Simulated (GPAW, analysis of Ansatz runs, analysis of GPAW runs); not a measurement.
**Charge-transition level of the Ti on the Ga site in GaAs (PBE) (GPAW)**

How near does this set-up come to the measured charge-transition level? Subject: Ti on the Ga site in GaAs. Set-up: PBE, LCAO dzp, h 0.18, 64-site cell, PBE lattice, k: the zone centre alone then 2x2x2 shifted, dielectric constants 10.9 and 12.9 (handbook). The model is a cell of 64 host atoms with 1 Ga taken out and 1 Ti put in. The level is the Fermi energy at which two charge states have equal formation energy, after a correction for the images of the charge. A larger cell tests how far the defect's images disturb the number.

What was measured. (+1/0) level below the conduction-band bottom: 0.9 eV, by DLTS; Ti(4+/3+) donor level, value from Fig. 2 (“Band-Edge Hydrostatic Deformation Potentials in III-V Semiconductors”, 1987, D. D. Nolte, W. Walukiewicz, and E. E. Haller). The calculation is set beside it at the end.

Main program and level: GPAW 26.7.0; GPAW LCAO dzp PAW DFT, PBE; relaxation of all atoms of a defect supercell.

Report form: the programs' logs are mostly left out.

### 1. The structure

The cell holds 64 atoms: 31 Ga, 32 As and 1 Ti. Its edges and angles: a = 11.533 Å, b = 11.533 Å, c = 11.533 Å, α = 90.0°, β = 90.0°, γ = 90.0°. It derives from GaAs (space group F-43m). Nearest the centre at fractional (0.500, 0.500, 0.500): Ti57 at 0.05 Å, As16 at 2.47 Å, As23 at 2.47 Å, As38 at 2.50 Å, As61 at 2.52 Å, Ga34 at 4.04 Å, Ga51 at 4.05 Å, Ga27 at 4.07 Å. The cell carries charge +1.

The host's primitive cell comes from a first run (GPAW LCAO dzp PAW DFT, PBE; relaxation of cell and atoms of a defect-free cell): vectors of 4.078, 4.078 and 4.078 Å. That is 23.97 Å³ an atom, 6.1 % over the diffraction cell's volume. The supercell is built on it.

### 2. Relaxation, charge +1

Every later number rests on the structure around the defect, so the atoms are relaxed at the host's lattice first.

The input, run.py:

```python
import numpy as np
from ase.io import read, write
from ase.parallel import parprint, world
from gpaw import GPAW
from ase.optimize import BFGS

atoms = read('POSCAR')
calc = GPAW(mode='lcao',
            h=0.18,
            basis='dzp',
            xc='PBE',
            kpts={'size': (1, 1, 1), 'gamma': True},
            charge=1,
            occupations={'name': 'fermi-dirac', 'width': 0.01},
            nbands=140,
            convergence={'density': 1e-05, 'forces': 0.001},
            maxiter=150,
            symmetry='off',
            txt='gpaw.txt')
atoms.calc = calc
opt = BFGS(atoms, trajectory='relax.traj', logfile='-')
done = opt.run(fmax=0.02, steps=80)
parprint('Converged:', done)
energy = atoms.get_potential_energy()
forces = atoms.get_forces()
parprint(f'Energy: {energy:.6f} eV, largest force {np.linalg.norm(forces, axis=1).max():.4f} eV/A')
calc.write('gs.gpw')
write('final.xyz', atoms)
for s in range(calc.get_number_of_spins()):
    parprint('Levels (eV), spin', s, calc.get_eigenvalues(kpt=0, spin=s)[-16:].round(3))
```

The input, POSCAR:

```
Ga As Ga As Ga As Ga As Ga As Ga As Ga As Ti Ga As
 1.0000000000000000
    11.5333821635829494    0.0000000000000000    0.0000000000000003
     0.0000000000000071   -0.0000000000000071  -11.5333821635829725
     0.0000000000000036   11.5333821635829512    0.0000000000000163
 Ga  As  Ga  As  Ga  As  Ga  As  Ga  As  Ga  As  Ga  As  Ti  Ga  As 
   4   4   4   4   4   4   4   4   4   4   4   4   4   4   1   3   4
Direct
 -0.0039674959610988  0.0014128795857571 -0.0010281382204153
 -0.0006257484430010  0.2532778082052495  0.2472325583328381
  0.2487602633848867 -0.0040644411527517  0.2508588901946287
  0.2536954398083755  0.2478892215869286  0.0008262325574854
  0.1259279558890999  0.1265469175488250  0.1289421141937052
  0.1258703249522908  0.3738351491271406  0.3709158870578457
  0.3763951340731481  0.1244006286471468  0.3709393748626377
  0.3776230425657983  0.3738570212232984  0.1217430738078877
  0.0012591486360622 -0.0041170312898670  0.5005088410321723
 -0.0027954583676358  0.2520975250341679  0.7474348250797817
  0.2460640311653177  0.0015496628594869  0.7509492183520136
  0.2495440408104605  0.2493630392970717  0.5042638836060408
  0.1259520158193451  0.1266936019561204  0.6211244741653328
  0.1248040198730293  0.3733630656765261  0.8790095333476589
  0.3711724145584897  0.1270353997774261  0.8750325563805801
  0.3761393252414115  0.3745312800114527  0.6208434916954417
 -0.0035826352179412  0.4976226775538973  0.0005544222288895
 -0.0032503107393872  0.7471462738899550  0.2497066597338665
  0.2464622337373697  0.4975324970467493  0.2504358442062909
  0.2492313432358345  0.7535544127297255 -0.0023600080616667
  0.1276791153794768  0.6239564942005508  0.1217553494110974
  0.1261235164742244  0.8758967711667597  0.3790899672769240
  0.3791052867539401  0.6239653855151240  0.3740669867734647
  0.3786965935105892  0.8731501059756440  0.1236933215186085
 -0.0042253420962579  0.5007839691393254  0.5005711371846061
 -0.0040542833021928  0.7484910375898072  0.7502830909317675
  0.2477523831513394  0.4978113693596503  0.7470079379105370
  0.2522579960651353  0.7519480537463342  0.5031465634423432
  0.1237490396061415  0.6287042613625439  0.6268729302428520
  0.1268451802083779  0.8731541796832947  0.8715384138853615
  0.3724038728185645  0.6272502905761084  0.8723560183715502
  0.3708957736031320  0.8763569522282619  0.6253291331868257
  0.5035380427721361  0.0020702131141736 -0.0014109543330321
  0.4975204423018840  0.2530230339909254  0.2518728001059607
  0.7486929222957011 -0.0040085395316919  0.2489912979512014
  0.7483274884179771  0.2467285727831372  0.0023010410900790
  0.6231611820917551  0.1270565804029072  0.1283441810657608
  0.6254728020991691  0.3719987184322657  0.3780924240850334
  0.8731987125078432  0.1286388340735791  0.3734806012035805
  0.8747904008313634  0.3777504655941816  0.1216555523926786
  0.4981908298390289  0.0039396977160016  0.4999974779677052
  0.4957160823902863  0.2498361449825674  0.7506446104031971
  0.7460585152516669  0.0005413573142587  0.7517221937644817
  0.7535994766675546  0.2486118727353982  0.5019776732648401
  0.6228769072841386  0.1281878674070876  0.6270308374145669
  0.6253161493433356  0.3733375691709406  0.8789913272311103
  0.8717863381295579  0.1267072063284901  0.8773562991442994
  0.8741231203923854  0.3724897989170421  0.6284240754407542
  0.5021646236503909  0.4966840138979370 -0.0017643587357896
  0.4981523143132329  0.7531008124515192  0.2475988875767919
  0.7496275962681711  0.5032970345888212  0.2527901970371461
  0.7475735677575035  0.7490590935814666  0.0034671952367294
  0.6238622898460833  0.6277498692437882  0.1281524841069360
  0.6235488237533943  0.8788675072140967  0.3736844019909484
  0.8773952833674439  0.6220436075812886  0.3729223374145777
  0.8731587233387852  0.8766278227132290  0.1285713043237469
  0.4970541905705949  0.5027598867858883  0.5015809974257317
  0.4985130867487639  0.7504440491369631  0.7540479909180634
  0.7506493348854832  0.5042559318341399  0.7494903633106683
  0.7466810301283153  0.7525983013638973  0.4989862987922069
  0.6254833885081339  0.6237030371357708  0.6291083503541492
  0.6246282345919956  0.8707398983533203  0.8757124917507262
  0.8729697095754344  0.6272405739328282  0.8781067781768482
  0.8759546405175532  0.8791529591279833  0.6242025578265412
```

Run with:

```
$ OMP_NUM_THREADS=1 mpirun -n 4 gpaw python run.py > stdout
```

The job ended after 16 min (4 MPI ranks of Arm Neoverse V2, shared host; peak memory 2.8 GiB; 65 min of CPU time).

Step by step:

| step | energy less that of the first step (eV) |
| --- | --- |
| 0 | 0.0000 |
| 1 | -0.3149 |
| 2 | -0.7605 |
| 3 | -0.7690 |
| 4 | -0.7931 |
| 5 | -0.7961 |
| 6 | -0.8027 |
| 7 | -0.8072 |
| 8 | -0.8105 |
| 9 | -0.8121 |
| 10 | -0.8134 |
| 11 | -0.8147 |
| 12 | -0.8155 |
| 13 | -0.8160 |
| 14 | -0.8165 |
| 15 | -0.8171 |
| 16 | -0.8175 |
| 17 | -0.8177 |

The atoms that moved most (Å):

```
atom      dx      dy      dz  length
Ga12  -0.023  -0.069   0.003   0.073
Ga27   0.000   0.054  -0.041   0.068
Ga59  -0.001   0.026   0.061   0.067
As24  -0.057   0.008  -0.029   0.064
Ga49  -0.034   0.026  -0.045   0.062
As30  -0.034   0.039  -0.029   0.059
As21  -0.044   0.032  -0.020   0.058
As55  -0.034   0.027  -0.038   0.058
```

Neighbours of Ti57 at the end:

```
atom  distance (Å)
As16         2.482
As23         2.483
As61         2.484
As38         2.484
Ga42         4.090
Ga28         4.093
Ga51         4.094
Ga60         4.096
Ga34         4.097
Ga59         4.098
Ga27         4.101
Ga19         4.101
Ga58         4.102
Ga12         4.102
Ga44         4.103
Ga50         4.104
```

First to last step the energy falls by 0.818 eV; the largest move, 0.07 Å, is that of Ga12. Judged within 0.08 Å, the space group went from P1 to P-43m.

### 3. Single point, charge +1

The relaxed structure is kept, and the final numbers are taken at the final level and k-points.

This step: GPAW LCAO dzp PAW DFT, PBE; single point of a defect supercell.

The input, run.py:

```python
import numpy as np
from ase.io import read, write
from ase.parallel import parprint, world
from gpaw import GPAW

atoms = read('POSCAR')
calc = GPAW(mode='lcao',
            h=0.18,
            basis='dzp',
            xc='PBE',
            kpts={'size': (2, 2, 2), 'gamma': False},
            charge=1,
            occupations={'name': 'fermi-dirac', 'width': 0.01},
            nbands=140,
            convergence={'density': 1e-05, 'bands': 137},
            maxiter=150,
            symmetry={'point_group': False},
            txt='gpaw.txt')
atoms.calc = calc
energy = atoms.get_potential_energy()
forces = atoms.get_forces()
parprint(f'Energy: {energy:.6f} eV, largest force {np.linalg.norm(forces, axis=1).max():.4f} eV/A')
calc.write('gs.gpw')
write('final.xyz', atoms)
for s in range(calc.get_number_of_spins()):
    parprint('Levels (eV), spin', s, calc.get_eigenvalues(kpt=0, spin=s)[-16:].round(3))
field = calc.get_electrostatic_potential()
if world.rank == 0:
    np.save('potential.npy', field)
field = calc.get_pseudo_density()
if world.rank == 0:
    np.save('density.npy', field)
```

The input, POSCAR:

```
Ga As Ga As Ga As Ga As Ga As Ga As Ga As Ti Ga As
 1.0000000000000000
    11.5333821635829494    0.0000000000000000    0.0000000000000003
     0.0000000000000071   -0.0000000000000071  -11.5333821635829725
     0.0000000000000036   11.5333821635829512    0.0000000000000163
 Ga  As  Ga  As  Ga  As  Ga  As  Ga  As  Ga  As  Ga  As  Ti  Ga  As 
   4   4   4   4   4   4   4   4   4   4   4   4   4   4   1   3   4
Direct
 -0.0010163124601048  0.0000347088125861  0.0004954045499369
 -0.0009679953236315  0.2500713536664778  0.2498385910681418
[... 13 atom lines left out ...]
  0.3744092885116455  0.3760860299675099  0.6240964860011105
[... 6 atom lines left out ...]
  0.3751833259859423  0.6246476079452058  0.3760401483698579
[... 4 atom lines left out ...]
  0.2482019523326623  0.7512038365776710  0.5022232193336568
[... 5 atom lines left out ...]
  0.4979644555726589  0.2490015157104478  0.2495247707205054
[... 3 atom lines left out ...]
  0.6237389482085081  0.3756980266969572  0.3765844596491476
[... 3 atom lines left out ...]
  0.5004695559491318  0.2495755996960557  0.7512115298977007
[... 1 atom line left out ...]
  0.7509547578634440  0.2489751661110255  0.5025170013268259
[... 6 atom lines left out ...]
  0.7500905690367291  0.5015406762696744  0.2493267368768675
[... 5 atom lines left out ...]
  0.4992588538496133  0.5003745976806495  0.5005389709731598
[... 1 atom line left out ...]
  0.7504456470131556  0.4989600941318545  0.7518055239146193
  0.7500668370562814  0.7517567359708893  0.4986832490611972
  0.6234935813282760  0.6247953044297099  0.6249073227415706
[... 2 atom lines left out ...]
  0.8743860774719279  0.8759258443632109  0.6252147659485769
```

It took 6.3 min on 4 MPI ranks; peak memory 8.5 GiB.

### 4. Relaxation, charge 0

The input, run.py:

```python
import numpy as np
from ase.io import read, write
from ase.parallel import parprint, world
from gpaw import GPAW
from ase.optimize import BFGS

atoms = read('POSCAR')
magmoms = np.zeros(len(atoms))
magmoms[[56]] = 1 / 1
atoms.set_initial_magnetic_moments(magmoms)
calc = GPAW(mode='lcao',
            h=0.18,
            basis='dzp',
            xc='PBE',
            kpts={'size': (1, 1, 1), 'gamma': True},
            occupations={'name': 'fermi-dirac', 'width': 0.01, 'fixmagmom': True},
            nbands=141,
            convergence={'density': 1e-05, 'forces': 0.001},
            maxiter=150,
            symmetry='off',
            txt='gpaw.txt')
atoms.calc = calc
opt = BFGS(atoms, trajectory='relax.traj', logfile='-')
done = opt.run(fmax=0.02, steps=80)
parprint('Converged:', done)
energy = atoms.get_potential_energy()
forces = atoms.get_forces()
parprint(f'Energy: {energy:.6f} eV, largest force {np.linalg.norm(forces, axis=1).max():.4f} eV/A')
calc.write('gs.gpw')
write('final.xyz', atoms)
parprint('Moments:', atoms.get_magnetic_moments().round(3))
for s in range(calc.get_number_of_spins()):
    parprint('Levels (eV), spin', s, calc.get_eigenvalues(kpt=0, spin=s)[-16:].round(3))
```

The input, POSCAR:

```
Ga As Ga As Ga As Ga As Ga As Ga As Ga As Ti Ga As
 1.0000000000000000
    11.5333821635829494    0.0000000000000000    0.0000000000000003
     0.0000000000000071   -0.0000000000000071  -11.5333821635829725
     0.0000000000000036   11.5333821635829512    0.0000000000000163
 Ga  As  Ga  As  Ga  As  Ga  As  Ga  As  Ga  As  Ga  As  Ti  Ga  As 
   4   4   4   4   4   4   4   4   4   4   4   4   4   4   1   3   4
Direct
 -0.0039674959610988  0.0014128795857571 -0.0010281382204153
 -0.0006257484430010  0.2532778082052495  0.2472325583328381
[... 13 atom lines left out ...]
  0.3761393252414115  0.3745312800114527  0.6208434916954417
[... 6 atom lines left out ...]
  0.3791052867539401  0.6239653855151240  0.3740669867734647
[... 3 atom lines left out ...]
  0.2477523831513394  0.4978113693596503  0.7470079379105370
  0.2522579960651353  0.7519480537463342  0.5031465634423432
[... 5 atom lines left out ...]
  0.4975204423018840  0.2530230339909254  0.2518728001059607
[... 3 atom lines left out ...]
  0.6254728020991691  0.3719987184322657  0.3780924240850334
[... 3 atom lines left out ...]
  0.4957160823902863  0.2498361449825674  0.7506446104031971
[... 8 atom lines left out ...]
  0.7496275962681711  0.5032970345888212  0.2527901970371461
[... 5 atom lines left out ...]
  0.4970541905705949  0.5027598867858883  0.5015809974257317
[... 1 atom line left out ...]
  0.7506493348854832  0.5042559318341399  0.7494903633106683
  0.7466810301283153  0.7525983013638973  0.4989862987922069
  0.6254833885081339  0.6237030371357708  0.6291083503541492
[... 2 atom lines left out ...]
  0.8759546405175532  0.8791529591279833  0.6242025578265412
```

Wall time 44 min (4 MPI ranks); peak memory 4.9 GiB.

The steps of the relaxation:

| step | energy less that of the first step (eV) |
| --- | --- |
| 0 | 0.0000 |
| 1 | -0.3153 |
| 2 | -0.7642 |
| 3 | -0.7729 |
| 4 | -0.7976 |
| 5 | -0.8004 |
| 6 | -0.8069 |
| 7 | -0.8113 |
| 8 | -0.8145 |
| 9 | -0.8161 |
| 10 | -0.8176 |
| 11 | -0.8188 |
| 12 | -0.8196 |
| 13 | -0.8201 |
| 14 | -0.8206 |
| 15 | -0.8211 |
| 16 | -0.8215 |
| 17 | -0.8218 |

The atoms that moved most (Å):

```
atom      dx      dy      dz  length
Ga12  -0.023  -0.073   0.002   0.077
Ga59  -0.002   0.026   0.065   0.070
Ga27   0.001   0.053  -0.045   0.070
As24  -0.056   0.009  -0.028   0.064
Ga49  -0.034   0.026  -0.045   0.062
Ga42   0.059   0.005   0.002   0.060
As30  -0.034   0.039  -0.029   0.060
As21  -0.043   0.033  -0.019   0.058
```

Neighbours of Ti57 at the end:

```
atom  distance (Å)
As16         2.483
As23         2.484
As61         2.485
As38         2.486
Ga42         4.089
Ga28         4.092
Ga51         4.093
Ga60         4.094
Ga34         4.096
Ga59         4.096
Ga27         4.100
Ga58         4.100
Ga19         4.101
Ga12         4.102
Ga44         4.103
Ga50         4.103
```

Read from the output:

```yaml
total_moment: 1.0000 μB
```

First to last step the energy falls by 0.822 eV; the largest move, 0.08 Å, is that of Ga12. Judged within 0.08 Å, the space group went from P1 to P-43m.

### 5. Single point, charge 0

This step: GPAW LCAO dzp PAW DFT, PBE; single point of a defect supercell.

The input, run.py:

```python
import numpy as np
from ase.io import read, write
from ase.parallel import parprint, world
from gpaw import GPAW

atoms = read('POSCAR')
magmoms = np.zeros(len(atoms))
magmoms[[56]] = 1 / 1
atoms.set_initial_magnetic_moments(magmoms)
calc = GPAW(mode='lcao',
            h=0.18,
            basis='dzp',
            xc='PBE',
            kpts={'size': (2, 2, 2), 'gamma': False},
            occupations={'name': 'fermi-dirac', 'width': 0.01, 'fixmagmom': True},
            nbands=141,
            convergence={'density': 1e-05, 'bands': 138},
            maxiter=150,
            symmetry={'point_group': False},
            txt='gpaw.txt')
atoms.calc = calc
energy = atoms.get_potential_energy()
forces = atoms.get_forces()
parprint(f'Energy: {energy:.6f} eV, largest force {np.linalg.norm(forces, axis=1).max():.4f} eV/A')
calc.write('gs.gpw')
write('final.xyz', atoms)
parprint('Moments:', atoms.get_magnetic_moments().round(3))
for s in range(calc.get_number_of_spins()):
    parprint('Levels (eV), spin', s, calc.get_eigenvalues(kpt=0, spin=s)[-16:].round(3))
field = calc.get_electrostatic_potential()
if world.rank == 0:
    np.save('potential.npy', field)
field = calc.get_pseudo_density()
if world.rank == 0:
    np.save('density.npy', field)
field = calc.get_pseudo_density(spin=0) - calc.get_pseudo_density(spin=1)
if world.rank == 0:
    np.save('spin.npy', field)
```

The input, POSCAR:

```
Ga As Ga As Ga As Ga As Ga As Ga As Ga As Ti Ga As
 1.0000000000000000
    11.5333821635829494    0.0000000000000000    0.0000000000000003
     0.0000000000000071   -0.0000000000000071  -11.5333821635829725
     0.0000000000000036   11.5333821635829512    0.0000000000000163
 Ga  As  Ga  As  Ga  As  Ga  As  Ga  As  Ga  As  Ga  As  Ti  Ga  As 
   4   4   4   4   4   4   4   4   4   4   4   4   4   4   1   3   4
Direct
 -0.0010193072451132  0.0000308859964014  0.0004997614679066
 -0.0008071283746580  0.2501201528818351  0.2498734906313655
[... 13 atom lines left out ...]
  0.3743314388412483  0.3760311917603795  0.6241241066934174
[... 6 atom lines left out ...]
  0.3751047011743182  0.6247403630438253  0.3759744763935670
[... 4 atom lines left out ...]
  0.2482731708172621  0.7511356284849500  0.5025641470809759
[... 5 atom lines left out ...]
  0.4976500612390132  0.2490855335628224  0.2496111590830748
[... 3 atom lines left out ...]
  0.6238387107919099  0.3756015034061991  0.3765616952946612
[... 3 atom lines left out ...]
  0.5007730142019114  0.2496583585942229  0.7511210863499882
[... 1 atom line left out ...]
  0.7509243097264606  0.2490203141857718  0.5029026522951987
[... 6 atom lines left out ...]
  0.7500063040755741  0.5018511064582539  0.2494227347363242
[... 5 atom lines left out ...]
  0.4992956513816798  0.5004276515022710  0.5005493868250144
[... 1 atom line left out ...]
  0.7503830634630951  0.4986321209539655  0.7517483004574720
  0.7500082497320761  0.7517334860693256  0.4983394297076236
  0.6236092776592460  0.6249254405839370  0.6249968359464013
[... 2 atom lines left out ...]
  0.8742884703707294  0.8758504458385052  0.6251861732950672
```

Elapsed: 42 min, on 4 MPI ranks; peak memory 10 GiB.

This step gave:

```
total moment : 1.000 μB
```

### 6. Charge-transition levels

Analysis of the runs above: levels from GPAW LCAO dzp PAW DFT, PBE energies with an image-charge correction aligned at atomic sites (own code after Kumagai and Oba).

It gives:

| Quantity | Value |
| --- | --- |
| gap | 0.1219 eV |

### 7. Outcome

```json
{"static dielectric constant used": "12.9", "band gap of the host": "0.12 eV", "(plus 1/0) level below the conduction-band bottom": "-0.41 eV"}
```

What this shows: (+1/0) level below the conduction-band bottom: computed -0.41 eV, measured 0.9 eV; 1.31 eV shallower than the measurement. The computed level lies at or beyond a band edge, so this set-up gives no level clear of the bands. The level is counted in a gap of 0.12 eV, and the correction is screened by a dielectric constant of 12.9 from a handbook. Levels hang on the band edges, which semilocal functionals place too close together. The total moment is locked at the high-spin value, which doesn't force the spin onto the d shell; spin-orbit coupling, which lowers the gap of these hosts' heavier members, is left out. Limits: the total moment of each charge state is locked at an assumed value.

[Logs are printed without paths, hosts, clocks, repeated set-up lines and the standing remarks that a program may print on its own settings, such as how far it seeks lower states.]

[Hosts, paths, dates, database ids (printed as entryN), source tags and the programs' standing remarks are cut or masked in the printed files.]

[For some hosts the program warned that the k-mesh of the response run may be too coarse for force constants and the static dielectric constant; such warnings are not shown here.]
